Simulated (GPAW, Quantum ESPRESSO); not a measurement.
The Cu L₃ edge of atom 2 in CuAu (P4/mmm), with 8 Au at 2.71 Å and 4 Cu at 2.81 Å (distorted cuboctahedral, site symmetry 4/mmm), was computed in 2 ways: excited-electron core hole (neutral cell) and no core hole. Program and functional: GPAW, PBE, without spin-orbit coupling, Gaussian full width 0.9 eV up to 4 eV, rising linearly to 3.5 eV at 25 eV; cells of 2 and 8 atoms (the run without a hole in the smaller).

Each run is counted from its own lowest empty level or Fermi level and scaled to a mean of 1 over its first 20 eV.

```
E (eV)  run 1  run 2
  -2.0   0.00   0.00
  -1.4   0.00   0.00
  -0.8   0.04   0.01
  -0.2   0.64   0.13
   0.4   1.57   0.43
   1.0   1.53   0.53
   1.6   1.22   0.54
   2.2   1.06   0.58
   2.8   1.01   0.65
   3.4   1.07   0.81
   4.0   1.12   0.79
   4.6   1.00   0.79
   5.2   0.97   0.88
   5.8   0.89   0.87
   6.4   0.87   0.83
   7.0   0.92   0.84
   7.6   0.87   0.89
   8.2   0.84   1.00
   8.8   0.91   1.11
   9.4   1.00   1.19
  10.0   1.03   1.20
  10.6   1.03   1.17
  11.2   1.01   1.13
  11.8   0.96   1.11
  12.4   0.92   1.10
  13.0   0.93   1.10
  13.6   0.94   1.12
  14.2   0.93   1.15
  14.8   0.92   1.17
  15.4   0.92   1.18
  16.0   0.93   1.18
  16.6   0.92   1.19
  17.2   0.90   1.22
  17.8   0.92   1.29
  18.4   0.95   1.35
  19.0   0.99   1.35
  19.6   0.99   1.29
  20.2   0.94   1.21
  20.8   0.88   1.15
  21.4   0.84   1.15
  22.0   0.82   1.19
  22.6   0.84   1.27
  23.2   0.89   1.36
  23.8   0.95   1.45
  24.4   1.02   1.52
  25.0   1.08   1.58
  25.6   1.14   1.63
  26.2   1.20   1.68
  26.8   1.24   1.69
  27.4   1.26   1.67
  28.0   1.25   1.61
  28.6   1.20   1.51
  29.2   1.14   1.41
  29.8   1.06   1.33
  30.4   1.00   1.27
  31.0   0.95   1.23
  31.6   0.92   1.21
```

The database entry behind the starting cell is an old determination (1936), so it need not match the best structure at ambient conditions.

Which run is which?

Run 1: no core hole (area from −2 to 6 eV 7.2, main maxima 0.7 eV (1.68), 4.0 eV (1.12), 10.7 eV (1.03) and 27.5 eV (1.26)). Run 2: excited-electron core hole (neutral cell) (area from −2 to 6 eV 4.1, main maxima 3.6 eV (0.82), 5.5 eV (0.89), 9.9 eV (1.20), 18.7 eV (1.36) and 26.8 eV (1.69)). With each curve scaled to its own mean, the area from −2 to 6 eV with the hole is 4.1 against 7.2, and the centre of weight from −1 to 20 eV moves by +2.0 eV (first and strongest maxima below 20 eV: 0.7 eV (1.68), 4.0 eV (1.12) and 10.7 eV (1.03) without the hole, 3.6 eV (0.82), 5.5 eV (0.89), 9.9 eV (1.20) and 18.7 eV (1.36) with it): the near-edge weight falls against the higher-lying part.

[Banner, clock and machine lines of the logs are left out without a mark of their own.]

[Logs are printed without paths, hosts, clocks, repeated set-up lines and the standing remarks that a program may print on its own settings, such as how far it seeks lower states.]

[Hosts, paths, dates, database ids (printed as entryN), source tags and the programs' standing remarks are cut or masked in the printed files.]

[Lists of maxima count a maximum above −3 eV only where it reaches 4 % of the highest in the window and stands out from its surroundings by 2 % of it (1.5 % where it reaches 55 %); shoulders and weaker maxima are passed over, and of the rest the first, up to two pre-edge ones and the few strongest are named.]
